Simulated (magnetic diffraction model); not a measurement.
# Ca₂ScFeO₅: what an assumed order does to the neutron pattern

Space group Pnma (no. 62), a = 5.3960 Å, b = 14.8120 Å, c = 5.6290 Å.

```
site  atom       x       y       z
  4a    Fe     1/2     1/2     1/2
  4c    Sc  0.4431     3/4  0.5723
  8d    Ca  0.0127  0.3915  0.5301
  4c     O  0.1026     3/4  0.6252
  8d     O  0.4752  0.3605  0.5645
  8d     O  0.2346  0.5134  0.7307
```

This is a made-up structure (elements placed in a structure type, unrelaxed), so the numbers test the method and describe no known phase.

Only Fe is taken to order (form factors of Fe3+); orders and moment sizes are assumed, and not adapted to the symmetry. Radiation: neutrons of λ = 2.0775 Å, 8° to 45°; isotropic B of 0.17 Å² (Fe), 0.26 Å² (Sc), 0.24 Å² (Ca) and 0.21 Å² (O). The intensities are simulated: I ∝ L Σ (|F_N|² + |F_M⊥|²) for unpolarised neutrons, with F_M = 2.695 fm/μB × Σ f(s) S exp(2πi Q·r) exp(−B s²) at Q = H ± k (one set where k and −k are equivalent), only the part normal to Q counting and L = 1/(sin²θ cos θ). For collinear order S is the moment m, which repeats by lattice and centring translations R with the sign exp(−2πi k·R). Form factors are spin-only for 3d ions and dipole or tabulated for f ions, scattering lengths are Sears's of 1992, and absorption is left out. A label names one of the reflections at its angle. The strongest nuclear line in the range is 100, and lines under 0.2 are left out.

Assume the order k = (0 0 0), collinear moments along [110], 1.13 μB on Fe; signs + at (1/2, 1/2, 1/2), + at (0, 0, 0), + at (0, 1/2, 0), + at (1/2, 0, 1/2).

Q: Where does magnetic intensity appear, and how strong is it?

| 2θ (°) | index | nuclear | magnetic |
| --- | --- | --- | --- |
| 16.13 | (0 2 0) | 3.9 | 0.6 |
| 22.77 | (0 1 1) | 19.5 | 0.0 |
| 30.93 | (1 0 1) | 100.0 | 2.1 |
| 32.01 | (1 1 1) | 13.2 | 0.0 |
| 32.50 | (0 3 1) | 31.6 | 0.0 |
| 32.58 | (0 4 0) | 52.4 | 0.1 |
| 35.07 | (1 2 1) | 1.2 | 2.5 |
| 39.71 | (1 3 1) | 22.2 | 0.0 |
| 43.32 | (0 0 2) | 43.2 | 0.5 |

The strongest magnetic line in the range is (1 2 1) at 35.07° (2.5). On top of the Lorentz factor, which all lines share, magnetic lines fade with angle because f falls: for Fe3+ it is 0.92, 0.72, 0.50 and 0.17 at sin θ/λ = 0.1, 0.2, 0.3 and 0.5 Å⁻¹, while nuclear lengths stay constant. The net moment is 4.52 μB a primitive cell.

[Logs are printed without paths, hosts, clocks, repeated set-up lines and the standing remarks that a program may print on its own settings, such as how far it seeks lower states.]
